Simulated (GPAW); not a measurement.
# O K-edge XANES of FeO2 (P4_2/mnm)

What does one-electron theory with a core hole give for the O K edge of FeO2 (P4_2/mnm)?

Program: GPAW 26.7.0. Level of theory: X-ray absorption from dipole matrix elements to empty bands, plane-wave PAW LDA+U. Results are calculated unless marked as measured.

### Step 1. The starting structure

The structure is tetragonal, space group P4_2/mnm (No. 136). The conventional cell has a = 4.609 Å, b = 4.609 Å, c = 2.977 Å, α = 90.00°, β = 90.00°, γ = 90.00°. Nearest to Fe lie 6 O at 1.94 to 2.02 Å. Nearest to O lie 3 Fe at 1.94 to 2.02 Å. Farther neighbours and most contacts between anions are not listed.

Structure file:

```
Fe O
1.0
     4.60941    0.00000    0.00000
     0.00000    4.60941    0.00000
     0.00000    0.00000    2.97711
Fe O
2 4
Direct
  0.50000 0.50000 0.50000
  0.00000 0.00000 0.00000
  0.19054 0.80946 0.50000
  0.69054 0.69054 0.00000
  0.30946 0.30946 0.00000
  0.80946 0.19054 0.50000
```

### Step 2. The field without a hole

The ground state comes first: it tells whether the system has a gap, which decides how the excited electron is treated.

scf.py reads:

```python
import numpy as np
from ase import Atoms
from ase.parallel import parprint, paropen
from gpaw import GPAW, PW, FermiDirac, Mixer, MixerDif, setup_paths
from gpaw.test import gen
setup_paths.insert(0, '.')
gen('O', name='nch1s', xcname='LDA', corehole=(1, 0, 0), write_xml=True)
from gpaw.mpi import world
world.barrier()

atoms = Atoms('Fe2O4',
    cell=[[4.609413, 0, 0],
     [0, 4.609413, 0],
     [0, 0, 2.977108]],
    scaled_positions=[[0.5, 0.5, 0.5],
     [0, 0, 0],
     [0.190544, 0.809456, 0.5],
     [0.690544, 0.690544, 0],
     [0.309456, 0.309456, 0],
     [0.809456, 0.190544, 0.5]],
    magmoms=[4.0, -4.0, 0.0, 0.0, 0.0, 0.0],
    pbc=True)
atoms.calc = calc = GPAW(legacy_gpaw=True, mode=PW(500, force_complex_dtype=True), xc='LDA', setups={'Fe': ':d,4', 2: 'nch1s'},
    kpts={'size': (6, 6, 8), 'gamma': True}, occupations=FermiDirac(0.05),
    charge=0, mixer=MixerDif(0.05, 8, 50), maxiter=150,
    convergence={'density': 0.0001, 'eigenstates': 1e-6}, txt='scf.txt')
energy = atoms.get_potential_energy() + calc.get_reference_energy()
ef = calc.get_fermi_level()
out = dict(energy=energy, fermi=ef, forces=atoms.get_forces().tolist(), magmoms=atoms.get_magnetic_moments().tolist())
parprint(f'all-electron energy {energy:.4f} eV, Fermi level {ef:.4f} eV')
ev = np.array([[calc.get_eigenvalues(k, s) for k in range(len(calc.get_ibz_k_points()))] for s in range(calc.get_number_of_spins())])
out['homo'], out['lumo'], out['counts'] = ev[ev < ef].max(), ev[ev > ef].min(), sorted(set((ev < ef).sum((0, 2)).tolist()))
out['filled'] = (ev[:, 0] < ef).sum(1).tolist()
import json
with paropen('out.json', 'w') as f:
    json.dump(out, f)
```

Run with:

```bash
$ OMP_NUM_THREADS=1 mpirun -n 4 gpaw python scf.py
```

Numbers of over 12 decimals in the logs are rounded to 6 here.

The program printed:

```text
Input parameters:
  convergence: {density: 0.0001,
                eigenstates: 1e-06}
  kpts: {gamma: True,
         size: (6, 6, 8)}
  maxiter: 150
  mixer: {backend: pulay,
          beta: 0.05,
          method: difference,
          nmaxold: 8,
          weight: 50}
  mode: {ecut: 500.0,
         force_complex_dtype: True,
         name: pw}
  occupations: {fixmagmom: False,
                name: fermi-dirac,
                width: 0.05}
  setups: {2: nch1s,
           Fe: :d,4}

Initialize ...

[... PAW data sets ...]

Reference energy: -77227.511015  # eV

Spin-polarized calculation.
Initial magnetic moment: 0.000000

[... convergence settings ...]
Symmetries present (total): 4
  [... symmetry matrices ...]

288 k-points: 6 x 6 x 8 Monkhorst-Pack grid + [1/12,1/12,1/16]
65 k-points in the irreducible part of the Brillouin zone
       k-points in crystal coordinates                weights
   0:     0.00000000    0.00000000    0.00000000          1/288
   1:     0.00000000    0.00000000    0.12500000          2/288
   2:     0.00000000    0.00000000    0.25000000          2/288
   3:     0.00000000    0.00000000    0.37500000          2/288
   4:     0.00000000    0.00000000    0.50000000          1/288
   5:     0.16666667   -0.16666667    0.00000000          2/288
   6:     0.16666667   -0.16666667    0.12500000          4/288
   7:     0.16666667   -0.16666667    0.25000000          4/288
   8:     0.16666667   -0.16666667    0.37500000          4/288
   9:     0.16666667   -0.16666667    0.50000000          2/288
          ...
  64:     0.50000000    0.50000000    0.50000000          1/288

Wave functions: Plane wave expansion
  Cutoff energy: 500.000 eV
  Number of coefficients (min, max): 1576, 1634
  Pulay-stress correction: 0.000000 eV/Ang^3 (de/decut=0.000000)
  Using FFTW library
  Wavefunction extrapolation:
    Improved wavefunction reuse through dual PAW basis

Occupation numbers: Fermi-Dirac:
  width: 0.0500  # eV

Eigensolver
   Davidson(niter=2)

Densities:
  Coarse grid: 24*24*16 grid
  Fine grid: 48*48*32 grid
  Total Charge: 0.000000

Density mixing:
  Method: difference
  Backend: pulay
  Linear mixing parameter: 0.05
  old densities: 8
  Width of damping distribution: 1.1
  Damping of long wavelength oscillations: 50

[... Hamiltonian set-up ...]
Number of atoms: 6
Number of atomic orbitals: 34
Number of bands in calculation: 28
Number of valence electrons: 40
Bands to converge: occupied

... initialized

Initializing position-dependent things.

Density initialized from atomic densities
Creating initial wave functions:
  28 bands from LCAO basis set

Positions:
   0 Fe     2.304706    2.304706    1.488554    ( 0.0000,  0.0000,  4.0000)
   1 Fe     0.000000    0.000000    0.000000    ( 0.0000,  0.0000, -4.0000)
   2 O      0.878296    3.731117    1.488554    ( 0.0000,  0.0000,  0.0000)
   3 O      3.183002    3.183002    0.000000    ( 0.0000,  0.0000,  0.0000)
   4 O      1.426411    1.426411    0.000000    ( 0.0000,  0.0000,  0.0000)
   5 O      3.731117    0.878296    1.488554    ( 0.0000,  0.0000,  0.0000)

Unit cell:
           periodic     x           y           z      points  spacing
  1. axis:    yes    4.609413    0.000000    0.000000    24     0.1921
  2. axis:    yes    0.000000    4.609413    0.000000    24     0.1921
  3. axis:    yes    0.000000    0.000000    2.977108    16     0.1861

  Lengths:   4.609413   4.609413   2.977108
  Angles:   90.000000  90.000000  90.000000

Effective grid spacing dv^(1/3) = 0.1900

iter:   1   -49.810415                   +0.0000
iter:   2   -47.773301   -0.77  -0.92    -0.0000
iter:   3   -44.567656   -0.52  -0.99    -0.0000
iter:   4   -44.570018   -2.01  -1.40    -0.0000
iter:   5   -45.348668   -1.55  -1.30    -0.0000
iter:   6   -44.513367   -1.54  -1.31    -0.0000
iter:   7   -44.414943   -2.04  -1.86    -0.0000
iter:   8   -44.407741   -2.87  -2.18    -0.0000
iter:   9   -44.436911   -3.18  -2.76    +0.0000
iter:  10   -44.435559   -3.62  -2.61    +0.0000
iter:  11   -44.440251c  -3.95  -2.67    +0.0000
iter:  12   -44.435597c  -4.09  -2.54    +0.0000
iter:  13   -44.434753c  -4.20  -2.95    +0.0000
iter:  14   -44.434774c  -5.13  -3.68    +0.0000
iter:  15   -44.434759c  -5.56  -3.59    +0.0000
iter:  16   -44.434854c  -5.31  -3.75    +0.0000
iter:  17   -44.434902c  -5.88  -3.88    -0.0000
iter:  18   -44.434888c  -6.19c -3.66    -0.0000
iter:  19   -44.434882c  -6.20c -3.78    -0.0000
iter:  20   -44.434881c  -6.54c -3.98    -0.0000
iter:  21   -44.434935c  -5.64  -4.01c   -0.0000
iter:  22   -44.434949c  -6.55c -3.44    -0.0000
iter:  23   -44.434875c  -5.26  -3.40    -0.0000
iter:  24   -44.434875c  -6.46c -3.93    -0.0000
iter:  25   -44.434875c  -7.10c -4.58c   -0.0000

Converged after 25 iterations.

Dipole moment: (-0.000000, 0.000000, 0.000000) |e|*Ang

Total magnetic moment: (0.000000, 0.000000, -0.000000)
Local magnetic moments:
   0 Fe ( 0.000000,  0.000000,  3.750219)
   1 Fe ( 0.000000,  0.000000, -3.750219)
   2 O  ( 0.000000,  0.000000, -0.020037)
   3 O  ( 0.000000,  0.000000,  0.020037)
   4 O  ( 0.000000,  0.000000,  0.020037)
   5 O  ( 0.000000,  0.000000, -0.020037)

Energy contributions relative to reference atoms: (reference = -77227.511015)

Kinetic:        +16.289122
Potential:      -17.139022
External:        +0.000000
XC:             -43.903183
Entropy (-ST):   -0.034286
Local:           +0.335352
SIC:             +0.000000
--------------------------
Free energy:    -44.452018
Extrapolated:   -44.434875

Spin contamination: 4.084691 electrons
Showing only first 2 kpts
                      Up                     Down
 Kpt  Band  Eigenvalues  Occupancy  Eigenvalues  Occupancy
  0    18      3.77644    0.92529      3.77644    0.92529
  0    19      4.18396    0.00356      4.18396    0.00356
  0    20      4.46964    0.00001      4.46964    0.00001
  0    21      5.85739    0.00000      5.85739    0.00000

  1    18      3.61777    0.99663      3.61777    0.99663
  1    19      4.08356    0.02594      4.08356    0.02594
  1    20      4.55794    0.00000      4.55794    0.00000
  1    21      6.10427    0.00000      6.10427    0.00000

Fermi level: 3.90227

No gap
No difference between direct/indirect transitions

Forces in eV/Ang:
  0 Fe    0.00000   -0.00000    0.00000
  1 Fe   -0.00000    0.00000    0.00000
  2 O    -0.10697    0.10697    0.00000
  3 O    -0.10697   -0.10697    0.00000
  4 O     0.10697    0.10697    0.00000
  5 O     0.10697   -0.10697    0.00000
Scalar-relativistic atomic LDA calculation for O (Oxygen, Z=8)
Core hole in 1s state (1s occupation: 2.0)
300 radial gridpoints.
|------------------------------------------------|
|------------------------------------------------|
[... the atom generator's iteration count ...]

Energy contributions:
-------------------------
Kinetic:      +74.266897
XC:            -7.772280
Potential:   -141.018865
-------------------------
Total:        -74.524248

state      eigenvalue         ekin         rmax
-----------------------------------------------
1s^2.0 :   -18.772897    28.821965        0.130
2s^2.0 :    -0.872866     3.204810        0.874
2p^4.0 :    -0.337925     2.553337        0.813
-----------------------------------------------
(units: Bohr and Hartree)

Generating PAW setup
Kinetic energy of the core from tauc = 57.689706
Cutoffs:
rc(s)=1.300
rc(p)=1.130
rc(d)=1.170
rc(vbar)=1.300
rc(comp)=1.260
rc(nct)=1.300

Kinetic energy of the core states: 57.643930
Charge: 0.0
Core electrons: 2.0
Valence electrons: 6.0
Pseudo-core charge: 0.000776
Shape function alpha=6.299
Pseudo-electron charge 5.666261
state    eigenvalue         norm
--------------------------------
2s(2) :    -0.872866     1.079797
*s    :     0.127134
2p(4) :    -0.337925     0.876472
*p    :     0.662075
*d    :     0.000000
--------------------------------

Diagonalizing with gridspacing h=0.050

state   all-electron     PAW
-------------------------------
2s:      -0.872866    -0.873954
2p:      -0.337925    -0.341740
*d:                    0.050276
*f:                    0.077289
-------------------------------
all-electron energy -77271.9459 eV, Fermi level 3.9023 eV
```

Wall time 35 s (4 MPI ranks of AMD EPYC 9R14 (Zen 4), shared host); peak memory 0.25 GiB; 2.3 min of CPU time.

The mesh shows no gap, so the system is treated as a metal and the core electron is put at the Fermi level (neutral cell).

Site moments (μB): 3.75, -3.75, -0.02, 0.02, 0.02, -0.02.

### Step 3. Supercell without a hole, the energy reference

The photon energy needs a difference of total energies, so the cell and mesh of the coming hole run are first run without a hole.

Edit scf.py of step 2 so:

```diff
@@ -10,16 +10,22 @@
 
-atoms = Atoms('Fe2O4',
-    cell=[[4.609413, 0, 0],
-     [0, 4.609413, 0],
-     [0, 0, 2.977108]],
-    scaled_positions=[[0.5, 0.5, 0.5],
+atoms = Atoms('Fe4O8',
+    cell=[[4.609413, 0, 2.977108],
+     [0, 4.609413, 2.977108],
+     [-4.609413, 0, 2.977108]],
+    scaled_positions=[[0.25, 0.5, 0.75],
+     [0.75, 0.5, 0.25],
      [0, 0, 0],
-     [0.190544, 0.809456, 0.5],
-     [0.690544, 0.690544, 0],
-     [0.309456, 0.309456, 0],
-     [0.809456, 0.190544, 0.5]],
-    magmoms=[4.0, -4.0, 0.0, 0.0, 0.0, 0.0],
+     [0.5, 0, 0.5],
+     [0.940544, 0.809456, 0.75],
+     [0.440544, 0.809456, 0.25],
+     [0, 0.690544, 0.309456],
+     [0.5, 0.690544, 0.809456],
+     [0, 0.309456, 0.690544],
+     [0.5, 0.309456, 0.190544],
+     [0.559456, 0.190544, 0.75],
+     [0.059456, 0.190544, 0.25]],
+    magmoms=[4.0, 4.0, -4.0, -4.0, 0.0, 0.0, 0.0, 0.0, 0.0, 0.0, 0.0, 0.0],
     pbc=True)
-atoms.calc = calc = GPAW(legacy_gpaw=True, mode=PW(500, force_complex_dtype=True), xc='LDA', setups={'Fe': ':d,4', 2: 'nch1s'},
-    kpts={'size': (6, 6, 8), 'gamma': True}, occupations=FermiDirac(0.05),
+atoms.calc = calc = GPAW(legacy_gpaw=True, mode=PW(500, force_complex_dtype=True), xc='LDA', setups={'Fe': ':d,4', 4: 'nch1s'},
+    kpts={'size': (4, 4, 4), 'gamma': True}, occupations=FermiDirac(0.1),
     charge=0, mixer=MixerDif(0.05, 8, 50), maxiter=150,
```

The program printed:

```text
Input parameters:
  convergence: {density: 0.0001,
                eigenstates: 1e-06}
  kpts: {gamma: True,
         size: (4, 4, 4)}
  maxiter: 150
  mixer: {backend: pulay,
          beta: 0.05,
          method: difference,
          nmaxold: 8,
          weight: 50}
  mode: {ecut: 500.0,
         force_complex_dtype: True,
         name: pw}
  occupations: {fixmagmom: False,
                name: fermi-dirac,
[...]
2s(2) :    -0.872866     1.079797
*s    :     0.127134
2p(4) :    -0.337925     0.876472
*p    :     0.662075
*d    :     0.000000
--------------------------------

Diagonalizing with gridspacing h=0.050

state   all-electron     PAW
-------------------------------
2s:      -0.872866    -0.873954
2p:      -0.337925    -0.341740
*d:                    0.050276
*f:                    0.077289
-------------------------------
all-electron energy -154543.8830 eV, Fermi level 3.9194 eV
[key lines of the parts left out:]
Converged after 20 iterations.
Dipole moment: (0.000000, 0.000000, -0.000000) |e|*Ang
Free energy:    -88.993886
Fermi level: 3.91942
```

Run time: 56 s. Hardware: 4 MPI ranks; peak memory 0.37 GiB.

Reference energy: -154543.883 eV with the cores included.

(Continued in part 2 of 2.)

[Banner, clock and machine lines of the logs are left out without a mark of their own.]

[Logs are printed without paths, hosts, clocks, repeated set-up lines and the standing remarks that a program may print on its own settings, such as how far it seeks lower states.]

[Hosts, paths, dates, database ids (printed as entryN), source tags and the programs' standing remarks are cut or masked in the printed files.]

[Lists of maxima count a maximum above −3 eV only where it reaches 4 % of the highest in the window and stands out from its surroundings by 2 % of it (1.5 % where it reaches 55 %); shoulders and weaker maxima are passed over, and of the rest the first, up to two pre-edge ones and the few strongest are named.]
